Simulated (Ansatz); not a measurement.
# La on Rh(111): change of the work function, part 3 of 3

Aim: the work function of Rh(111) at several coverages of La (fcc site), and the dipole that each adsorbate carries.

Ansatz 0.2.0; plane-wave DFT, PBE, Ansatz PAW.

So far, work function, upper face (eV): step 2 (the clean slab) 5.17; step 3 (37 atoms, coverage 0.111 ML, cell 3x3) 2.69.

**4. Adsorbate added, k-mesh 6×6×1, coverage 0.25 ML**

System of this step: La/Rh(111). The cell holds 17 atoms: 16 Rh and 1 La. Cell: a = 5.374 Å, b = 5.374 Å, c = 27.817 Å, α = 90.0°, β = 90.0°, γ = 60.0°. Vacuum lies along c.

Another coverage, to see how the dipoles act on each other as their distance changes.

The input, input.yaml:

```yaml
crystal:
  lattice:
    - [5.374011537, -1.0e-10, 0.0]
    - [2.6870057685, 4.6540305112, 0.0]
    - [0.0, 0.0, 27.8165256035]
  atoms:
    - { symbol: Rh, position: [0.0, 0.0, 0.3235486749] }
    - { symbol: Rh, position: [0.1666666667, 0.1666666667, 0.4024201722] }
    - { symbol: Rh, position: [0.3333333333, 0.3333333333, 0.4811559949] }
    - { symbol: Rh, position: [0.0, 0.0, 0.5598761935] }
    - { symbol: Rh, position: [0.0, 0.5, 0.3235486749] }
    - { symbol: Rh, position: [0.1666666667, 0.6666666667, 0.4024201722] }
    - { symbol: Rh, position: [0.3333333333, 0.8333333333, 0.4811559949] }
    - { symbol: Rh, position: [0.0, 0.5, 0.5598761935] }
    - { symbol: Rh, position: [0.5, 0.0, 0.3235486749] }
    - { symbol: Rh, position: [0.6666666667, 0.1666666667, 0.4024201722] }
    - { symbol: Rh, position: [0.8333333333, 0.3333333333, 0.4811559949] }
    - { symbol: Rh, position: [0.5, 0.0, 0.5598761935] }
    - { symbol: Rh, position: [0.5, 0.5, 0.3235486749] }
    - { symbol: Rh, position: [0.6666666667, 0.6666666667, 0.4024201722] }
    - { symbol: Rh, position: [0.8333333333, 0.8333333333, 0.4811559949] }
    - { symbol: Rh, position: [0.5, 0.5, 0.5598761935] }
    - { symbol: La, position: [0.1666666667, 0.1666666667, 0.6764513251] }
kpoints:
  mp_grid: { grid: [6, 6, 1] }
hamiltonian:
  xc: pbe
scf:
  occupations: { method: fermi_dirac, width: 0.1 }
  convergence: { dr2_threshold: 1.0e-08 }
efield:
  axis: 3
  dipole_correction: true
  ramp_position: 0.97
  ramp_width: 0.06
relax:
  f_tol: 0.02
  max_steps: 60
  constraints: [{ sites: [0, 1, 4, 5, 8, 9, 12, 13] }]
output:
  dos: { projected: true, e_range: [-8, 4] }
  write_potential: true
  write_density: true
  volumetric_format: npy
  elf: true
```

Launch:

```bash
$ ansatz run input.yaml --threads 4 --pin off --max-ram 16384MiB --backend cpu --events-out ev --progress --plain --runs-dir out
```

Output:

```text
La: projections on atomic orbitals take those of the free atom [Kr 4d10] 4f0 5s2 5p6 5d1 6s2, of charge +0.00 (hamiltonian.pseudopotentials.projection_atoms); the dataset's partial waves leave at most 1.9e-5 of an orbital's norm unspanned inside its sphere
[...]
Crystal: 17 atoms, lattice volume = 695.714 Å³
Basis set: ecut = 420 eV, 13503 PW (Γ), exchange–correlation on 72×72×384 points (8 copies of the dense FFT grid, shifted against one another)
Bands: 170, of which v1, the nominal top of the filled ones, is band 142 counted from 1 (141 counted from 0)
Symmetry: 6 space group operations
[...]
k-points: 7 of 36 (time reversal used)
[...]
SCF iter   1: F=—  HF=-108690.713857 eV  |F-HF|=—  |Δ(HF+E_count)|=         —  Δρ=5.58e-2  dr2=1.76e2  ethr=1.77e-3  p=0.400 e·Å  D=1.04e-1 V/Å  ΔV_dip=-2.89 eV  dr2_dipole=8.41e1  V_vac-E_F(+/−)=2.27/5.16 eV  ⟨swp⟩=8.0  Hψ=5010  notcnv=0
[...]
SCF iter  15: F=-108690.052447 eV  HF=-108690.052447 eV  |F-HF|=5.78e-9  |Δ(HF+E_count)|=   1.82e-8  Δρ=8.14e-7  dr2=9.55e-9  ethr=3.53e-12  p=0.319 e·Å  D=8.30e-2 V/Å  ΔV_dip=-2.31 eV  dr2_dipole=1.26e-9  V_vac-E_F(+/−)=2.88/5.18 eV  ⟨swp⟩=10.0  Hψ=8507  notcnv=0
SCF 1 converged in 15 iterations: F = -108690.052447 eV  dr2 = 9.55e-9
[...]
relax step   1: F+E_penalty+E_count = -108690.05244727 eV  Δ(F+E_penalty+E_count) = +0.000e0 eV  max|allowed force component| = 2.469e0 eV/Å  Δτ_max = 0.0000 Å  (15 SCF iters, accepted)
[...]
SCF iter  13: F=-108690.667558 eV  HF=-108690.667558 eV  |F-HF|=1.83e-9  |Δ(HF+E_count)|=   1.84e-8  Δρ=3.33e-7  dr2=2.44e-9  ethr=3.53e-12  p=0.325 e·Å  D=8.45e-2 V/Å  ΔV_dip=-2.35 eV  dr2_dipole=8.97e-12  V_vac-E_F(+/−)=2.83/5.18 eV  ⟨swp⟩=10.4  Hψ=8944  notcnv=0
SCF 2 converged in 13 iterations: F = -108690.667558 eV  dr2 = 2.44e-9
[...]
relax step   2: F+E_penalty+E_count = -108690.66755811 eV  Δ(F+E_penalty+E_count) = -6.151e-1 eV  max|allowed force component| = 2.803e0 eV/Å  Δτ_max = 0.1950 Å  (13 SCF iters, accepted)
[...]
SCF iter  13: F=-108691.339301 eV  HF=-108691.339301 eV  |F-HF|=6.05e-9  |Δ(HF+E_count)|=   1.02e-8  Δρ=3.10e-7  dr2=1.83e-9  ethr=2.24e-12  p=0.338 e·Å  D=8.80e-2 V/Å  ΔV_dip=-2.45 eV  dr2_dipole=5.17e-10  V_vac-E_F(+/−)=2.72/5.17 eV  ⟨swp⟩=10.1  Hψ=8103  notcnv=0
SCF 3 converged in 13 iterations: F = -108691.339301 eV  dr2 = 1.83e-9
relax step   3: F+E_penalty+E_count = -108691.33930137 eV  Δ(F+E_penalty+E_count) = -6.717e-1 eV  max|allowed force component| = 2.995e0 eV/Å  Δτ_max = 0.1949 Å  (13 SCF iters, accepted)
[...]
relax step   4: F+E_penalty+E_count = -108691.95333700 eV  Δ(F+E_penalty+E_count) = -6.140e-1 eV  max|allowed force component| = 2.772e0 eV/Å  Δτ_max = 0.1949 Å  (12 SCF iters, accepted)
[...]
relax step   5: F+E_penalty+E_count = -108692.46516999 eV  Δ(F+E_penalty+E_count) = -5.118e-1 eV  max|allowed force component| = 1.801e0 eV/Å  Δτ_max = 0.1973 Å  (12 SCF iters, accepted)
[...]
relax step   6: F+E_penalty+E_count = -108692.68314320 eV  Δ(F+E_penalty+E_count) = -2.180e-1 eV  max|allowed force component| = 2.496e-1 eV/Å  Δτ_max = 0.1906 Å  (12 SCF iters, accepted)
[...]
relax step   7: F+E_penalty+E_count = -108692.67260424 eV  Δ(F+E_penalty+E_count) = +1.054e-2 eV  max|allowed force component| = 3.399e-1 eV/Å  Δτ_max = 0.1746 Å  (12 SCF iters, rejected (line search))
[...]
relax step   8: F+E_penalty+E_count = -108692.72521658 eV  Δ(F+E_penalty+E_count) = -4.207e-2 eV  max|allowed force component| = 5.352e-2 eV/Å  Δτ_max = 0.0873 Å  (11 SCF iters, accepted)
SCF iter   1: F=—  HF=-108692.724455 eV  |F-HF|=—  |Δ(HF+E_count)|=         —  Δρ=4.90e-4  dr2=2.46e-3  ethr=9.96e-6  p=0.404 e·Å  D=1.05e-1 V/Å  ΔV_dip=-2.92 eV  dr2_dipole=3.06e-6  V_vac-E_F(+/−)=2.23/5.15 eV  ⟨swp⟩=2.0  Hψ=2159  notcnv=0  defer=1
[...]
SCF iter   8: F=-108692.725720 eV  HF=-108692.725720 eV  |F-HF|=8.48e-9  |Δ(HF+E_count)|=   5.60e-9  Δρ=5.04e-7  dr2=2.64e-9  ethr=3.53e-12  p=0.404 e·Å  D=1.05e-1 V/Å  ΔV_dip=-2.92 eV  dr2_dipole=2.08e-10  V_vac-E_F(+/−)=2.23/5.15 eV  ⟨swp⟩=11.0  Hψ=8828  notcnv=0
SCF 9 converged in 8 iterations: F = -108692.725720 eV  dr2 = 2.64e-9
relax step   9: F+E_penalty+E_count = -108692.72571991 eV  Δ(F+E_penalty+E_count) = -5.033e-4 eV  max|allowed force component| = 1.180e-2 eV/Å  Δτ_max = 0.0082 Å  (8 SCF iters, accepted)
[...]
SCF converged after 8 iterations
Free energy (F): -108692.725720 eV
[...]
Internal energy: -108691.857634 eV  (E = F + TS)
E sigma→0 (E₀):  -108692.291677 eV
Entropy (-TS):   -0.868086 eV (-51.064 meV/atom)
Fermi energy:    5.408211 eV
Dipole field:    D = 0.105135 V/Å  (p = 0.404220 e·Å, saw-weighted, corrected)
Work function:   Φ+ = 2.2264 eV   Φ− = 5.1509 eV
[...]
--- Forces (eV/Å), atoms counted from 1 ---
  atom   1  Rh     0.01989876     0.01148856     0.06500336
  atom   2  Rh     0.00000000     0.00000000     0.11975745
  atom   3  Rh    -0.00189545    -0.00109434     0.00527529
  atom   4  Rh     0.00913096     0.00527176    -0.00036196
  atom   5  Rh    -0.00000000    -0.02297711     0.06500336
  atom   6  Rh     0.13295592    -0.07676213    -0.14852997
  atom   7  Rh     0.00000000     0.00218868     0.00527529
  atom   8  Rh    -0.00000000    -0.01054353    -0.00036196
  atom   9  Rh    -0.01989876     0.01148856     0.06500336
  atom  10  Rh     0.00000000     0.15352427    -0.14852997
  atom  11  Rh     0.00189545    -0.00109434     0.00527529
  atom  12  Rh    -0.00913096     0.00527176    -0.00036196
  atom  13  Rh     0.00000000     0.00000000     0.13432596
  atom  14  Rh    -0.13295592    -0.07676213    -0.14852997
  atom  15  Rh     0.00000000     0.00000000    -0.01179671
  atom  16  Rh     0.00000000     0.00000000    -0.00269428
  atom  17  La    -0.00000000    -0.00000000    -0.00379881
  max |Σ_I F_I| component: 4.62e-5 eV/Å
--- Band table (eV; the first three rows and the last of 7) ---
  k-point 0: bands = [... 138 lower, 5.8212, 5.8212, 5.9907, 6.0416, 6.0416, 6.0445, 6.1975, 6.2242, ... 24 higher]
  k-point 1: bands = [... 138 lower, 5.6323, 5.6349, 5.7616, 5.7749, 5.7901, 5.7997, 5.8514, 5.9766, ... 24 higher]
  k-point 2: bands = [... 138 lower, 5.1434, 5.1859, 5.2612, 5.3296, 5.4006, 5.4189, 5.4468, 5.5141, ... 24 higher]
  k-point 6: bands = [... 138 lower, 5.1053, 5.1410, 5.2007, 5.2240, 5.4382, 5.5035, 5.5444, 5.5521, ... 24 higher]
--- Relaxed structure (9 steps of the walk, 8 accepted, 0 SCFs on fresh bases) ---
  F+E_penalty+E_count = -108692.72571991 eV   max|allowed force component| = 1.180e-2 eV/Å
  atoms:
    - { symbol: Rh, position: [-1.795949e-17, -1.795949e-17, 0.3235486749] }
    - { symbol: Rh, position: [0.166667, 0.166667, 0.4024201722] }
    - { symbol: Rh, position: [0.333867, 0.333867, 0.482057] }
    - { symbol: Rh, position: [-0.0037382, -0.0037382, 0.561894] }
    - { symbol: Rh, position: [5.551115e-17, 0.5, 0.3235486749] }
    - { symbol: Rh, position: [0.166667, 0.666667, 0.4024201722] }
    - { symbol: Rh, position: [0.333867, 0.832266, 0.482057] }
    - { symbol: Rh, position: [-0.0037382, 0.507476, 0.561894] }
    - { symbol: Rh, position: [0.5, -1.795949e-17, 0.3235486749] }
    - { symbol: Rh, position: [0.666667, 0.166667, 0.4024201722] }
    - { symbol: Rh, position: [0.832266, 0.333867, 0.482057] }
    - { symbol: Rh, position: [0.507476, -0.0037382, 0.561894] }
    - { symbol: Rh, position: [0.5, 0.500000, 0.3235486749] }
    - { symbol: Rh, position: [0.666667, 0.666667, 0.4024201722] }
    - { symbol: Rh, position: [0.833333, 0.833333, 0.479287] }
    - { symbol: Rh, position: [0.5, 0.500000, 0.565114] }
    - { symbol: La, position: [0.166667, 0.166667, 0.638053] }
```

Run time: 4.9 min. Hardware: 4 threads of Arm Neoverse V1, shared host; peak memory 2.8 GiB; 19 min of CPU time.

The steps of the relaxation:

```csv
step,energy less that of the first step (eV),largest force component (eV/Å)
1,0.0000,2.4691
2,-0.6151,2.8029
3,-1.2869,2.9951
4,-1.9009,2.7723
5,-2.4127,1.8011
6,-2.6307,0.2496
7,-2.6202,0.3399
8,-2.6728,0.0535
9,-2.6733,0.0118
```

Relaxation step 7 was tried and not accepted.

Forces are held to the 6 operations that the program found; a distortion that breaks them can't arise in this run.

The atoms that moved most (Å):

```csv
atom,dx,dy,dz,length
La17,0.000,0.000,-1.068,1.068
Rh16,0.000,0.000,0.146,0.146
Rh12,0.030,-0.017,0.056,0.066
Rh8,0.000,0.035,0.056,0.066
Rh4,-0.030,-0.017,0.056,0.066
Rh15,0.000,0.000,-0.052,0.052
Rh3,0.004,0.002,0.025,0.026
Rh7,0.000,-0.005,0.025,0.026
```

The relaxed structure:

```
Rh La
1.0
     5.37401    0.00000    0.00000
     2.68701    4.65403    0.00000
     0.00000    0.00000   27.81653
Rh La
16 1
Direct
  0.00000 0.00000 0.32355
  0.16667 0.16667 0.40242
  0.33387 0.33387 0.48206
  0.99626 0.99626 0.56189
  0.00000 0.50000 0.32355
  0.16667 0.66667 0.40242
  0.33387 0.83227 0.48206
  0.99626 0.50748 0.56189
  0.50000 0.00000 0.32355
  0.66667 0.16667 0.40242
  0.83227 0.33387 0.48206
  0.50748 0.99626 0.56189
  0.50000 0.50000 0.32355
  0.66667 0.66667 0.40242
  0.83333 0.83333 0.47929
  0.50000 0.50000 0.56511
  0.16667 0.16667 0.63805
```

Read from the output:

| Property | Result |
| --- | --- |
| energy at zero smearing | -108692.2917 eV |
| work function, upper face | 2.226 eV |
| work function, lower face | 5.151 eV |
| dipole along the normal | 0.4042 e·Å |
| step between the vacuum levels | -2.925 eV |

Running mean over 2.194 Å of the planar mean; the ramp of the sawtooth is left out. The electron's electrostatic potential energy less the Fermi level by z:

```csv
z (Å),electron's electrostatic potential energy less the Fermi level (eV)
3.5,5.15
4.0,5.15
4.5,5.15
5.0,5.15
5.5,5.13
6.0,5.08
6.5,4.89
7.0,4.14
7.5,0.958
8.0,-5.58
8.5,-11.0
9.0,-12.7
9.5,-13.0
10.0,-13.1
10.5,-13.1
11.0,-13.2
11.5,-13.2
12.0,-13.2
12.5,-13.2
13.0,-13.2
13.5,-13.1
14.0,-12.6
14.5,-12.2
15.0,-12.4
15.5,-12.9
16.0,-12.7
16.5,-10.2
17.0,-5.53
17.5,-2.95
18.0,-2.57
18.5,-1.81
19.0,-0.464
19.5,0.923
20.0,1.68
20.5,1.98
21.0,2.12
21.5,2.18
22.0,2.20
22.5,2.22
23.0,2.22
23.5,2.22
24.0,2.23
24.5,2.23
```

The density of states has structure finer than the step of the table below, so its rows give means over 0.5 eV. Peaks (eV: height): -4.06: 45.3, -3.79: 59.9, -2.83: 57.0, -2.62: 47.1, -2.38: 52.6, -1.71: 48.7, -1.65: 53.1.

The density of states by energy, zero at the Fermi level; means over each step:

```csv
energy (eV),density of states (states/eV a cell)
-7.5,0.123
-7.0,0.938
-6.5,1.09
-6.0,3.88
-5.5,17.7
-5.0,28.0
-4.5,22.2
-4.0,23.6
-3.5,22.4
-3.0,30.6
-2.5,34.7
-2.0,21.2
-1.5,27.6
-1.0,26.0
-0.5,25.9
0.0,26.1
0.5,27.3
1.0,8.89
1.5,11.1
```

Projected DOS per atom over height of the atomic layer and energy from the Fermi level. Layers: Rh4 Rh4 Rh4 Rh4 La from below.

Ten even steps from '_' (0.0 states/eV) to '@' (7.7 states/eV), each cell a mean:
```
________@@
________--
..______..
::::::....
::........
::....::..
::..::::..
::....::..
::....::..
--::..::__
::::::::__
..::::::__
........__
........__
........__
..--::..__
__::::____
__________
__________
__________
__________
__________
```
Columns: height of the atomic layer (Å) from 9 to 17.7; rows upwards: energy from the Fermi level (eV) from -7.96 to 1.95.

Electrostatic potential energy in the ca plane at fractional y = 0.167, with atoms of Rh and La within 0.2 Å of it. With pseudopotentials it is smooth inside the atoms' cores, unlike the true potential.

Values in eV, 8 rows by 16 columns, each cell a mean:
```
-21   2   2   5 -13  -9  -5 -13   3   0   5   8   8   8   9   9
 -3   2 -27  -9  -1   1   3   0   8   7   7   8   8   8   9   9
  5  -1 -46 -25   6   7   7   7   9   9   8   8   8   8   9   9
 -4   2 -29 -10   0   2   2  -1   8   7   8   8   8   8   9   9
-21   2   2   5 -12  -9  -5 -13   3   0   5   8   8   8   9   9
 -3   2 -27  -9  -1   1   3  -1 -15 -29  -1   7   8   8   9   9
  5  -1 -46 -25   6   7   8   4 -26 -28  -7   7   8   8   9   9
 -3   2 -29 -10   1   2   3  -1 -16 -30  -1   7   8   8   9   9
```
Columns run along c (16.0 Å, from fractional 0.31 to 0.89 of the cell; values clipped at the 3rd and 97th percentile), rows up along a (5.4 Å). Atoms in or near the plane, at fractional coordinates: Rh at (0.40, 0.17), Rh at (0.40, 0.67), La at (0.64, 0.17).

Valence density in the ca plane at fractional y = 0.167, with atoms of Rh and La within 0.2 Å of it. It is the smooth field of the valence electrons, not physical close to the nuclei.

Values in units of 1e0 e/Å³, 8 rows by 16 columns, each cell a mean:
```
1.6 0.4 0.4 0.3 1.2 1.0 0.8 1.2 0.3 0.2 0.0 0.0 0.0 0.0 0.0 0.0
0.6 0.4 3.0 1.2 0.6 0.5 0.4 0.6 0.1 0.0 0.0 0.0 0.0 0.0 0.0 0.0
0.3 0.6 9.3 3.3 0.3 0.2 0.2 0.3 0.1 0.0 0.0 0.0 0.0 0.0 0.0 0.0
0.7 0.4 3.2 1.2 0.5 0.4 0.4 0.6 0.1 0.0 0.0 0.0 0.0 0.0 0.0 0.0
1.6 0.4 0.4 0.3 1.2 1.0 0.8 1.2 0.3 0.2 0.0 0.0 0.0 0.0 0.0 0.0
0.6 0.4 3.0 1.2 0.6 0.5 0.4 0.5 0.8 1.3 0.2 0.0 0.0 0.0 0.0 0.0
0.3 0.6 9.3 3.3 0.3 0.2 0.2 0.3 1.2 1.5 0.5 0.0 0.0 0.0 0.0 0.0
0.7 0.4 3.3 1.3 0.5 0.4 0.4 0.5 0.9 1.3 0.3 0.0 0.0 0.0 0.0 0.0
```
Columns run along c (16.0 Å, from fractional 0.31 to 0.89 of the cell), rows up along a (5.4 Å). Atoms in or near the plane, at fractional coordinates: Rh at (0.40, 0.17), Rh at (0.40, 0.67), La at (0.64, 0.17).

ELF in the ca plane at fractional y = 0.167, with atoms of Rh and La within 0.2 Å of it. It is the smooth field of the valence electrons, not physical close to the nuclei.

Ten even steps from '0' (0.00) to '9' (0.84), each cell a mean:
```
45432222222245422234433246642111111000000000
44422223222245422234433211110011110000000000
33222356532233322223323321000000000000000000
32232588852322222222333321100000000000000000
33332589852333222223333322111000000000000000
32222478742322222222333321100000000000000000
33322245432233322233333310000001000000000000
45422223222245422235433211211111110000000000
44422223222245422234433357753111111000000000
33222356532233322222333699996311221100000000
32232488852322222222324863798422221100000000
33332589852333222223325830498422222100000000
32222478742322222222324875897422221100000000
33322245432223322223333699985211221100000000
```
Columns run along c (16.0 Å, from fractional 0.31 to 0.89 of the cell), rows up along a (5.4 Å). Atoms in or near the plane, at fractional coordinates: Rh at (0.40, 0.17), Rh at (0.40, 0.67), La at (0.64, 0.17).

The relaxation took 9 steps and lowered the energy by 2.7 eV; the largest force on the free atoms ends at 0.012 eV/Å.

By hand: a sheet of dipoles makes a step −p/(ε₀A) in the electron's potential. With e/ε₀ = 180.95 V·Å, p = 0.4042 e·Å and A = 25.01 Å², that is −180.95 × (0.4042) / 25.01 = -2.925 eV, and the two vacuum levels of the run differ by -2.925 eV.

The covered face has 2.23 eV, -2.94 eV against the clean one; the bare back face has moved by -0.02 eV, a measure of how thin the slab is.

**5. Work function against coverage**

This step: plane-wave DFT, PBE, Ansatz PAW; work function against coverage (Ansatz 0.2.0).

The runs are now put side by side.

This step gave:

```yaml
work_function_of_the_clean_face: 5.167 eV
largest_change_of_the_work_function: -2.941 eV
```

Table of work function of the covered face by coverage:

```csv
coverage (adsorbates/nm²),work function of the covered face (eV)
0.00,5.17
1.78,2.69
4.00,2.23
```

The dipole per adsorbate comes from the change of the cell's dipole. Coverage, by row:

```csv
coverage (1/nm²),coverage (ML),work function (eV),change (eV),"dipole per adsorbate, positive end outwards (debye)",mean height of the added atoms over the highest substrate atom (Å)
1.777,0.1111,2.694,-2.473,3.701,2.112
3.998,0.25,2.226,-2.941,1.94,2.029
```

**6. Summary of results**

- work function of the clean face: 5.17 eV
- work function at 0.11 ML: 2.69 eV
- work function at 0.25 ML: 2.23 eV
- dipole per adsorbate at 0.11 ML, positive end outwards: 3.70 D

What this shows: La lowers the work function of Rh(111) at the lowest coverage, by 2.47 eV: the adsorbate layer has its positive end outwards. The slab has 4 layers, at the tabulated experimental lattice constant, one starting site was run, and quantum-size effects of a slab this thin can reach one or two tenths of an eV. The main runs have no spin polarisation; a magnetic state could lie lower and would change these results.

[Long decimals in the printed logs are rounded to 6 places.]

[Logs are printed without paths, hosts, clocks, repeated set-up lines and the standing remarks that a program may print on its own settings, such as how far it seeks lower states.]

[Hosts, paths, dates, database ids (printed as entryN), source tags and the programs' standing remarks are cut or masked in the printed files.]

[Maps of the electrostatic potential energy from Ansatz leave out the sawtooth potential of an applied field or a dipole correction, so their vacuum need not be flat; planar profiles and work functions include it.]

[The density of states shown here was stored with 400 of the rows of the run's finer table, so its peaks can read low, often by over a quarter, or be missed, and its means over a window can be off by a tenth or more.]
